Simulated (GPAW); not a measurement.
```xyz
2
Lattice="3.440 0.000 0.000 -1.720 2.980 0.000 0.000 0.000 11.400" Properties=species:S:1:pos:R:3 subject="How the form of the self-energy moves the gap of PbO (honeycomb monolayer)" method="DFT, LDA, plane waves, PAW (and 3 further levels or steps)" program="GPAW 26.7.0" settings="cutoff 600 eV, GPAW PAW setups 1.2.1 data release, 9×9×1 k-mesh, nbands 199" cost="4 runs, 6 min in all on 4 MPI ranks of Arm Neoverse V2, shared host" notes="The structure was relaxed with LDA. Limits: no spin-orbit coupling." one_shot_hse06="2.982 eV" g0w0_extrapolated_in_the_cutoff="3.730 eV" one_shot_hartree_fock="8.149 eV" known_limits="short of the basis limit; no spin-orbit coupling"
Pb    0.000    1.986    5.205
O     1.720    0.993    6.195
```

[Long decimals in the printed logs are rounded to 6 places.]

[Logs are printed without paths, hosts, clocks, repeated set-up lines and the standing remarks that a program may print on its own settings, such as how far it seeks lower states.]

[Paths, hosts, dates, memory and timing lines, banners, echoed tables and standing remarks are left out of the program output; an Ansatz launch command may be rebuilt from the run's recorded settings. Measured values are a selection of at most five: reports struck by readers or far from the other reports are left out. None is set beside runs whose start may be inverted or whose files or cutoffs have a known fault.]

[Runs of the session that timed out or met a known fault of the program may be left out.]

[Hosts, paths, dates, database ids (printed as entryN), source tags and the programs' standing remarks are cut or masked in the printed files.]

[Where the starting crystal was built by hand or by swapping elements, it need not be the compound's stable phase.]
